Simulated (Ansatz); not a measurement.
**The perfect zigzag BP nanoribbon (N = 2, H edges)**

Aim: is the zigzag BP nanoribbon (N = 2, H edges) a metal or a semiconductor?

Program: Ansatz 0.2.0. Level of theory: DFT PBE, plane waves, PAW; relaxation of a wire's period, in the first sound run; inputs show where later runs differ. Results are calculated unless marked as measured.

Report form: the programs' logs are mostly left out.

## 1. Starting point

The cell holds 6 atoms: 2 H, 2 B and 2 P. Cell: a = 13.250 Å, b = 7.000 Å, c = 3.222 Å, α = 90.0°, β = 90.0°, γ = 90.0°. Vacuum lies along a and b. The structure's axis is c.

## 2. The relaxed wire

Band widths follow the bond lengths, so the wire is relaxed first. The atoms and the third cell vector are free; the box across stays fixed as vacuum. Moments are seeded so that a magnetic state can form if it lies lower. A Fermi-Dirac smearing is set since the result may be a metal. The pressure printed is a third of the stress's trace over the whole box, vacuum included; only the stress along the axis is relaxed.

Contents of input.yaml:

```yaml
crystal:
  lattice:
    - [13.25, 0.0, 0.0]
    - [0.0, 7.0, 0.0]
    - [0.0, 0.0, 3.2216145021]
  atoms:
    - { symbol: H, position: [0.264150943, 0.5, 0.0] }
    - { symbol: B, position: [0.350943396, 0.5, 0.0], spin: 0.5 }
    - { symbol: P, position: [0.631698113, 0.5, 0.0], spin: -0.5 }
    - { symbol: H, position: [0.735849057, 0.5, 0.0] }
    - { symbol: P, position: [0.421132075, 0.5, 0.5] }
    - { symbol: B, position: [0.561509434, 0.5, 0.5] }
magnetization:
  spin_polarized: true
kpoints:
  mp_grid: { grid: [1, 1, 25] }
scf:
  occupations: { method: fermi_dirac, width: 0.05 }
hamiltonian:
  xc: pbe
relax:
  cell: { fix: [a, b, alpha, beta, gamma] }
  max_steps: 60
```

Command:

```console
$ ansatz run input.yaml --threads 4 --pin off --max-ram 16384MiB --backend cpu --events-out ev --progress --plain --runs-dir out
```

Elapsed: 24 s, on 4 threads of Arm Neoverse V1, shared host; peak memory 0.58 GiB; 90 s of CPU time.

Step by step:

| step | energy less that of the first step (eV) | largest force component (eV/Å) | pressure (GPa) | volume (Å³) |
| --- | --- | --- | --- | --- |
| 1 | 0.0000 | 1.6475 | 0.14 | 298.80 |
| 2 | -0.0605 | 0.5852 | 0.04 | 300.48 |
| 3 | -0.0714 | 0.0386 | 0.06 | 299.30 |
| 4 | -0.0715 | 0.0039 | 0.08 | 299.32 |
| 5* | -0.0716 | 0.0040 | 0.08 | 299.32 |

Relaxation steps marked * repeat the geometry before them on a plane-wave basis chosen anew for their cell, so energy and pressure can jump there.

Forces are held to the 4 operations that the run works with; a distortion that breaks them can't arise in this run.

| cell as run | before | after | change |
| --- | --- | --- | --- |
| c (Å) | 3.222 | 3.227 | +0.2 % |

The atoms that moved most (Å, along periodic axes as changes of fractional coordinates times the final cell, across vacuum about the mean position):

| atom | dx | dy | dz | length |
| --- | --- | --- | --- | --- |
| P3 | -0.040 | 0.000 | 0.000 | 0.040 |
| B2 | 0.031 | 0.000 | 0.000 | 0.031 |
| B6 | 0.025 | 0.000 | 0.000 | 0.025 |
| H1 | -0.015 | 0.000 | 0.000 | 0.015 |
| H4 | -0.010 | 0.000 | 0.000 | 0.010 |
| P5 | 0.008 | 0.000 | 0.000 | 0.008 |

Final coordinates:

```xyz
6
Lattice="13.2500 0.0000 0.0000 0.0000 7.0000 0.0000 0.0000 0.0000 3.2272" Properties=species:S:1:pos:R:3
H     3.4854    3.5000    0.0000
B     4.6812    3.5000    0.0000
P     8.3296    3.5000    0.0000
H     9.7402    3.5000    0.0000
P     5.5883    3.5000    1.6136
B     7.4653    3.5000    1.6136
```

Numbers from this step:

| Quantity | Value |
| --- | --- |
| cell length along the wire | 3.227 Å |

The cell's length comes to 3.227 Å with no moment.

## 3. The wire at its relaxed period

This step: DFT PBE, plane waves, PAW; channels and complex bands of a perfect wire (Ansatz 0.2.0).

At the relaxed period the Bloch states of the perfect wire are found at each energy: those that move forward count the open channels, and those that decay describe how a disturbance dies away inside the wire itself. An energy step of 0.035 eV is under the 0.039 eV that the program asks for its thermal average at 300 K.

Contents of input.yaml:

```yaml
crystal:
  lattice:
    - [13.25, 0.0, 0.0]
    - [0.0, 7.0, 0.0]
    - [0.0, 0.0, 3.2271914397]
  atoms:
    - { symbol: H, position: [0.263047803, 0.5, 0.0] }
    - { symbol: B, position: [0.353298496, 0.5, 0.0] }
    - { symbol: P, position: [0.628649496, 0.5, 0.0] }
    - { symbol: H, position: [0.735109883, 0.5, 0.0] }
    - { symbol: P, position: [0.421757405, 0.5, 0.5] }
    - { symbol: B, position: [0.563419935, 0.5, 0.5] }
kpoints:
  mp_grid: { grid: [1, 1, 25] }
  band_path: { path: ["Γ", Z], npoints: 50 }
scf:
  occupations: { method: fermi_dirac, width: 0.05 }
hamiltonian:
  xc: pbe
output:
  transmission:
    e_range: [-2, 2]
    de: 0.035
    kmesh: [1, 1]
    reduced_basis: true
    leads: [[0, 0]]
  dos: { e_range: [-5, 4] }
  write_potential: true
  write_density: true
  volumetric_format: npy
  elf: true
```

It took 2.4 min on 4 threads; peak memory 0.88 GiB; 8.3 min of CPU time.

This step gave:

| Item | Value |
| --- | --- |
| channels at the energy nearest the Fermi level, one spin | 0 |
| conductance of the lead as this run defines it | 2.66e-11 G₀ |
| slowest decay in the lead at the energy nearest the Fermi level | 0.1261 Å⁻¹ |
| band gap | 1.331 eV |

Table of open channels of the lead, one spin by energy, zero at the Fermi level:

| energy (eV) | open channels of the lead, one spin |
| --- | --- |
| -2.000 | 2 |
| -1.895 | 2 |
| -1.790 | 2 |
| -1.685 | 2 |
| -1.615 | 2 |
| -1.510 | 2 |
| -1.405 | 1 |
| -1.300 | 1 |
| -1.195 | 1 |
| -1.090 | 1 |
| -0.985 | 1 |
| -0.915 | 1 |
| -0.810 | 1 |
| -0.705 | 2 |
| -0.600 | 0 |
| -0.495 | 0 |
| -0.390 | 0 |
| -0.285 | 0 |
| -0.215 | 0 |
| -0.110 | 0 |
| -0.005 | 0 |
| 0.100 | 0 |
| 0.205 | 0 |
| 0.310 | 0 |
| 0.415 | 0 |
| 0.485 | 0 |
| 0.590 | 0 |
| 0.695 | 2 |
| 0.800 | 1 |
| 0.905 | 1 |
| 1.010 | 1 |
| 1.115 | 1 |
| 1.185 | 1 |
| 1.290 | 1 |
| 1.395 | 1 |
| 1.500 | 2 |
| 1.605 | 2 |
| 1.710 | 2 |
| 1.815 | 2 |
| 1.885 | 2 |

The slowest values at each energy, most degenerate partners merged, listed up to 1.5 1/Å. Im kz of the slowest decaying states against energy, zero at the Fermi level:

| energy (eV) | decay 1 (Å⁻¹) | decay 2 (Å⁻¹) | decay 3 (Å⁻¹) | decay 4 (Å⁻¹) |
| --- | --- | --- | --- | --- |
| -2.000 | 0.182 | 0.267 | 0.625 | 0.669 |
| -1.790 | 0.205 | 0.274 | 0.633 | 0.669 |
| -1.615 | 0.220 | 0.278 | 0.636 | 0.669 |
| -1.405 | 0.0537 | 0.236 | 0.282 | 0.639 |
| -1.195 | 0.0824 | 0.248 | 0.285 | 0.639 |
| -0.985 | 0.0818 | 0.258 | 0.287 | 0.637 |
| -0.810 | 0.0488 | 0.264 | 0.288 | 0.634 |
| -0.600 | 0.0608 | 0.270 | 0.289 | 0.629 |
| -0.390 | 0.107 | 0.273 | 0.290 | 0.623 |
| -0.215 | 0.122 | 0.273 | 0.291 | 0.616 |
| -0.005 | 0.126 | 0.271 | 0.292 | 0.607 |
| 0.205 | 0.119 | 0.267 | 0.293 | 0.597 |
| 0.415 | 0.0979 | 0.261 | 0.292 | 0.585 |
| 0.590 | 0.0588 | 0.256 | 0.291 | 0.573 |
| 0.800 | 0.0345 | 0.247 | 0.289 | 0.559 |
| 1.010 | 0.0679 | 0.237 | 0.286 | 0.542 |
| 1.185 | 0.0627 | 0.227 | 0.283 | 0.527 |
| 1.395 | 0.0206 | 0.214 | 0.277 | 0.506 |
| 1.605 | 0.198 | 0.271 | 0.484 | 0.502 |
| 1.815 | 0.179 | 0.263 | 0.458 | 0.480 |

Electronic bands along the path, in eV, zero at the Fermi level:

| point | band 6 | band 7 | band 8 | band 9 | band 10 | band 11 | band 12 | band 13 |
| --- | --- | --- | --- | --- | --- | --- | --- | --- |
| Γ | -3.81 | -3.17 | -2.63 | -2.41 | 2.46 | 2.60 | 3.13 | 3.46 |
| halfway | -4.60 | -3.53 | -3.19 | -1.67 | 1.96 | 3.10 | 4.00 | 4.22 |
| Z | -4.75 | -4.41 | -1.50 | -0.76 | 0.77 | 1.41 | 3.17 | 3.53 |

ELF in the ca plane at fractional y = 0.500, with atoms of H and B and P within 0.2 Å of it. It is the smooth field of the valence electrons, not physical close to the nuclei.

Values in units of 1e-1, 24 rows by 14 columns, each cell a mean:
```
 0.0  0.0  0.0  0.0  0.0  0.0  0.0  0.0  0.0  0.0  0.0  0.0  0.0  0.0
 0.1  0.0  0.0  0.0  0.0  0.0  0.0  0.0  0.0  0.0  0.0  0.0  0.0  0.0
 1.4  1.2  0.7  0.3  0.1  0.0  0.0  0.0  0.0  0.0  0.1  0.4  0.8  1.2
 6.6  6.2  5.0  2.9  0.9  0.1  0.0  0.0  0.0  0.2  1.2  3.2  5.2  6.3
 9.7  9.6  9.2  7.9  4.2  0.7  0.1  0.0  0.1  1.1  5.0  8.2  9.3  9.6
10.0 10.0  9.9  9.5  6.7  1.6  0.2  0.1  0.2  2.5  7.4  9.5  9.9 10.0
10.0  9.9  9.6  8.5  5.2  1.4  0.3  0.1  0.4  2.0  5.9  8.7  9.7  9.9
 8.1  7.7  6.9  5.7  4.0  2.4  1.5  1.1  1.5  2.7  4.3  5.9  7.0  7.8
 0.5  0.7  3.3  6.7  7.5  6.8  5.3  4.6  5.6  7.1  7.5  6.3  2.7  0.6
 1.3  3.6  7.6  9.2  9.2  7.9  4.7  3.1  5.2  8.4  9.2  9.1  7.1  2.9
 3.9  5.0  6.6  7.3  6.9  4.3  1.5  0.9  1.7  5.1  7.1  7.2  6.4  4.7
 0.8  1.2  2.3  4.1  6.2  7.6  8.2  8.3  8.1  7.4  5.8  3.8  2.0  1.1
 0.8  1.3  2.5  4.3  6.0  7.1  7.6  7.7  7.5  6.9  5.7  4.0  2.3  1.2
 4.3  5.5  6.9  7.5  6.6  2.6  0.4  0.3  0.5  3.5  7.0  7.4  6.7  5.2
 3.4  5.8  8.5  9.3  9.2  7.4  3.4  1.8  3.9  8.2  9.3  9.3  8.2  5.2
 1.2  2.2  5.2  7.2  7.5  6.7  5.2  4.4  5.4  7.0  7.6  7.1  4.7  1.8
 9.1  8.9  8.3  6.9  4.6  2.4  1.4  1.1  1.5  2.8  5.1  7.2  8.4  8.9
10.0 10.0  9.9  9.4  6.7  2.0  0.4  0.2  0.4  2.8  7.4  9.5  9.9 10.0
10.0 10.0  9.9  9.7  7.4  1.9  0.2  0.1  0.2  2.9  8.0  9.8 10.0 10.0
 9.9  9.8  9.5  8.2  4.2  0.6  0.1  0.0  0.1  1.1  5.1  8.5  9.6  9.8
 8.1  7.5  5.9  3.2  0.8  0.1  0.0  0.0  0.0  0.2  1.1  3.7  6.2  7.6
 2.2  1.8  1.0  0.4  0.1  0.0  0.0  0.0  0.0  0.0  0.1  0.4  1.1  1.9
 0.1  0.1  0.0  0.0  0.0  0.0  0.0  0.0  0.0  0.0  0.0  0.0  0.0  0.1
 0.0  0.0  0.0  0.0  0.0  0.0  0.0  0.0  0.0  0.0  0.0  0.0  0.0  0.0
```
Columns run along c (3.2 Å), rows up along a (13.2 Å). Atoms in or near the plane, at fractional coordinates: H at (0.00, 0.26), B at (0.00, 0.35), P at (0.00, 0.63), H at (0.00, 0.74), P at (0.50, 0.42), B at (0.50, 0.56).

Valence density in the ca plane at fractional y = 0.500, with atoms of H and B and P within 0.2 Å of it. It is the smooth field of the valence electrons, not physical close to the nuclei.

Values in e/Å³, 24 rows by 14 columns, each cell a mean:
```
0.0 0.0 0.0 0.0 0.0 0.0 0.0 0.0 0.0 0.0 0.0 0.0 0.0 0.0
0.0 0.0 0.0 0.0 0.0 0.0 0.0 0.0 0.0 0.0 0.0 0.0 0.0 0.0
0.0 0.0 0.0 0.0 0.0 0.0 0.0 0.0 0.0 0.0 0.0 0.0 0.0 0.0
0.0 0.0 0.0 0.0 0.0 0.0 0.0 0.0 0.0 0.0 0.0 0.0 0.0 0.0
0.1 0.0 0.0 0.0 0.0 0.0 0.0 0.0 0.0 0.0 0.0 0.0 0.0 0.0
0.6 0.4 0.2 0.1 0.0 0.0 0.0 0.0 0.0 0.0 0.1 0.1 0.2 0.5
1.5 1.0 0.5 0.3 0.1 0.1 0.0 0.0 0.0 0.1 0.1 0.3 0.6 1.1
0.9 0.8 0.6 0.4 0.2 0.1 0.1 0.1 0.1 0.2 0.3 0.4 0.6 0.9
0.2 0.3 0.6 0.7 0.6 0.4 0.3 0.3 0.4 0.5 0.6 0.7 0.5 0.3
0.4 0.6 0.9 1.0 1.0 0.9 0.7 0.6 0.8 0.9 1.0 1.0 0.8 0.5
0.4 0.4 0.5 0.6 0.7 0.8 0.6 0.5 0.6 0.8 0.7 0.6 0.5 0.4
0.1 0.1 0.2 0.3 0.4 0.7 0.9 0.9 0.8 0.6 0.4 0.2 0.2 0.1
0.1 0.1 0.2 0.3 0.5 0.7 0.8 0.9 0.8 0.6 0.4 0.3 0.2 0.1
0.3 0.4 0.5 0.6 0.7 0.5 0.3 0.2 0.3 0.6 0.7 0.6 0.4 0.3
0.7 0.8 0.9 1.0 1.0 0.8 0.5 0.4 0.6 0.9 1.0 1.0 0.9 0.7
0.5 0.7 0.8 0.7 0.5 0.4 0.4 0.4 0.4 0.5 0.6 0.7 0.8 0.6
1.2 1.0 0.6 0.4 0.2 0.1 0.1 0.1 0.1 0.1 0.2 0.4 0.7 1.0
1.5 1.0 0.5 0.2 0.1 0.0 0.0 0.0 0.0 0.1 0.1 0.3 0.6 1.1
0.3 0.2 0.1 0.1 0.0 0.0 0.0 0.0 0.0 0.0 0.0 0.1 0.2 0.3
0.0 0.0 0.0 0.0 0.0 0.0 0.0 0.0 0.0 0.0 0.0 0.0 0.0 0.0
0.0 0.0 0.0 0.0 0.0 0.0 0.0 0.0 0.0 0.0 0.0 0.0 0.0 0.0
0.0 0.0 0.0 0.0 0.0 0.0 0.0 0.0 0.0 0.0 0.0 0.0 0.0 0.0
0.0 0.0 0.0 0.0 0.0 0.0 0.0 0.0 0.0 0.0 0.0 0.0 0.0 0.0
0.0 0.0 0.0 0.0 0.0 0.0 0.0 0.0 0.0 0.0 0.0 0.0 0.0 0.0
```
Columns run along c (3.2 Å), rows up along a (13.2 Å). Atoms in or near the plane, at fractional coordinates: H at (0.00, 0.26), B at (0.00, 0.35), P at (0.00, 0.63), H at (0.00, 0.74), P at (0.50, 0.42), B at (0.50, 0.56).

Electrostatic potential energy in the ca plane at fractional y = 0.500, with atoms of H and B and P within 0.2 Å of it. With pseudopotentials it is smooth inside the atoms' cores, unlike the true potential.

Ten even steps from '0' (-65 eV) to '9' (2 eV), each cell a mean:
```
99999999999999999
99999999999999999
99999999999999999
99999999999999999
99999999999999999
67899999999999987
34799999999999974
44578899999988754
00036888888886300
11257764334677521
77888741001478887
99999876666789999
99998764444678999
99887410000147889
34577642112467754
00258888888888520
56789999999999876
24799999999999974
88999999999999998
99999999999999999
99999999999999999
99999999999999999
99999999999999999
99999999999999999
```
Columns run along c (3.2 Å; values clipped at the 3rd and 97th percentile), rows up along a (13.2 Å). Atoms in or near the plane, at fractional coordinates: H at (0.00, 0.26), B at (0.00, 0.35), P at (0.00, 0.63), H at (0.00, 0.74), P at (0.50, 0.42), B at (0.50, 0.56).

By hand: a barrier of this wire, of length L, would pass T ∝ exp(−2κL) at this energy; with κ = 0.126 Å⁻¹ one decade takes ln 10 / (2κ) = 9.13 Å.

At the computed energy nearest the Fermi level there are 0 channels a spin, and the thermal average gives 2.7e-11 G₀; the gap is 1.33 eV.

## 4. Another level of theory, level LDA, cutoff 420 eV

This step: DFT LDA, plane waves, PAW; bands of a perfect wire at the PBE geometry (Ansatz 0.2.0).

The atoms stay at the PBE geometry and the functional changes. At fixed atoms LDA and the gradient-corrected functionals usually give like bands; this run checks that. Against the first PBE run of this kind, the mesh along the wire has 19 points against 25.

input.yaml, the sections that differ from step 3:

```yaml
kpoints:
  mp_grid: { grid: [1, 1, 19] }
  band_path: { path: ["Γ", Z], npoints: 50 }
hamiltonian:
  xc: lda
# crystal, scf: as in step 3
# output: removed
```

Wall time 5.3 s (4 threads); peak memory 0.46 GiB; 20 s of CPU time.

Numbers from this step:

- band gap: 1.261 eV

Electronic bands along the path, in eV, zero at the Fermi level:

| point | band 6 | band 7 | band 8 | band 9 | band 10 | band 11 | band 12 | band 13 |
| --- | --- | --- | --- | --- | --- | --- | --- | --- |
| Γ | -3.78 | -3.07 | -2.59 | -2.40 | 2.40 | 2.59 | 3.23 | 3.54 |
| halfway | -4.55 | -3.45 | -3.19 | -1.65 | 1.94 | 3.10 | 4.07 | 4.20 |
| Z | -4.73 | -4.29 | -1.48 | -0.74 | 0.73 | 1.40 | 3.21 | 3.43 |

The gap is 1.26 eV, against 1.33 eV under PBE at the relaxed period.

## 5. Another level of theory, level PBEsol, cutoff 420 eV

This step: DFT PBEsol, plane waves, PAW; bands of a perfect wire at the PBE geometry (Ansatz 0.2.0).

input.yaml, as its differences from that of step 4:

```diff
@@ -18,2 +18,2 @@
 hamiltonian:
-  xc: lda
+  xc: pbesol
```

The job ended after 5.2 s (4 threads; peak memory 0.47 GiB).

The gap is 1.30 eV, against 1.33 eV under PBE at the relaxed period.

## 6. Levels at the same atoms, level r2SCAN, cutoff 500 eV

This step: DFT r2SCAN, plane waves, PAW; bands of a perfect wire at the PBE geometry (Ansatz 0.2.0).

The atoms stay at the PBE geometry and the functional changes. r2SCAN also reads the kinetic-energy density; it often gives larger moments and wider gaps than PBE, at a higher cost. Against the first PBE run of this kind, the cutoff is 500 eV against 420 and the mesh along the wire has 19 points against 25.

input.yaml, as its differences from that of step 5:

```diff
@@ -18,2 +18,2 @@
 hamiltonian:
-  xc: pbesol
+  xc: r2scan
```

Run time: 12 s. Hardware: 4 threads; peak memory 0.92 GiB.

The gap is 1.58 eV, against 1.33 eV under PBE at the relaxed period.

## 7. The series together

Times are for 4 threads of Arm Neoverse V1, shared host. The runs compared:

| no. | level | band gap (eV) | time | memory (GiB) |
| --- | --- | --- | --- | --- |
| 1 | LDA | 1.261 | 5.3 s | 0.46 |
| 2 | PBEsol | 1.299 | 5.2 s | 0.47 |
| 3 | r2SCAN | 1.583 | 12 s | 0.92 |

## 8. At a strained period, period over the relaxed period 1.06, k-mesh 1×1×18

This step: DFT PBE, plane waves, PAW; relaxation at a fixed period (Ansatz 0.2.0).

The period is set to 1.06 times the relaxed one and the atoms relax within it: strain changes bond lengths and angles, which shifts the bands against each other. Against the first PBE run of this kind, the mesh along the wire has 18 points against 25.

The cell differs from the one that the last finished run ended in (c 3.227 → 3.421 Å).

Contents of input.yaml:

```yaml
crystal:
  lattice:
    - [13.25, 0.0, 0.0]
    - [0.0, 7.0, 0.0]
    - [0.0, 0.0, 3.420822926]
  atoms:
    - { symbol: H, position: [0.263047803, 0.5, 0.0] }
    - { symbol: B, position: [0.353298496, 0.5, 0.0], spin: 0.5 }
    - { symbol: P, position: [0.628649496, 0.5, 0.0], spin: -0.5 }
    - { symbol: H, position: [0.735109883, 0.5, 0.0] }
    - { symbol: P, position: [0.421757405, 0.5, 0.5] }
    - { symbol: B, position: [0.563419935, 0.5, 0.5] }
magnetization:
  spin_polarized: true
kpoints:
  mp_grid: { grid: [1, 1, 18] }
  band_path: { path: ["Γ", Z], npoints: 50 }
scf:
  occupations: { method: fermi_dirac, width: 0.05 }
hamiltonian:
  xc: pbe
relax:
  max_steps: 40
  f_tol: 0.02
output:
  stress: true
```

It took 24 s on 4 threads; peak memory 0.6 GiB.

The steps of the relaxation:

| step | energy less that of the first step (eV) | largest force component (eV/Å) |
| --- | --- | --- |
| 1 | 0.0000 | 0.7317 |
| 2 | -0.0335 | 0.2677 |
| 3 | -0.0356 | 0.0499 |
| 4 | -0.0356 | 0.0266 |
| 5 | -0.0356 | 0.0005 |

Forces are held to the 4 operations that the run works with; a distortion that breaks them can't arise in this run.

The atoms that moved most (Å):

| atom | dx | dy | dz | length |
| --- | --- | --- | --- | --- |
| P3 | -0.048 | 0.000 | 0.000 | 0.048 |
| H4 | -0.047 | 0.000 | 0.000 | 0.047 |
| B2 | 0.046 | 0.000 | 0.000 | 0.046 |
| H1 | 0.045 | 0.000 | 0.000 | 0.045 |
| B6 | 0.006 | 0.000 | 0.000 | 0.006 |

Final coordinates:

```xyz
6
Lattice="13.2500 0.0000 0.0000 0.0000 7.0000 0.0000 0.0000 0.0000 3.4208" Properties=species:S:1:pos:R:3
H     3.5301    3.5000    0.0000
B     4.7274    3.5000    0.0000
P     8.2819    3.5000    0.0000
H     9.6934    3.5000    0.0000
P     5.5862    3.5000    1.7104
B     7.4709    3.5000    1.7104
```

This step gave:

- band gap: 1.303 eV

[end of part 1 of 2]

[Logs are printed without paths, hosts, clocks, repeated set-up lines and the standing remarks that a program may print on its own settings, such as how far it seeks lower states.]

[Hosts, paths, dates, database ids (printed as entryN), source tags and the programs' standing remarks are cut or masked in the printed files.]
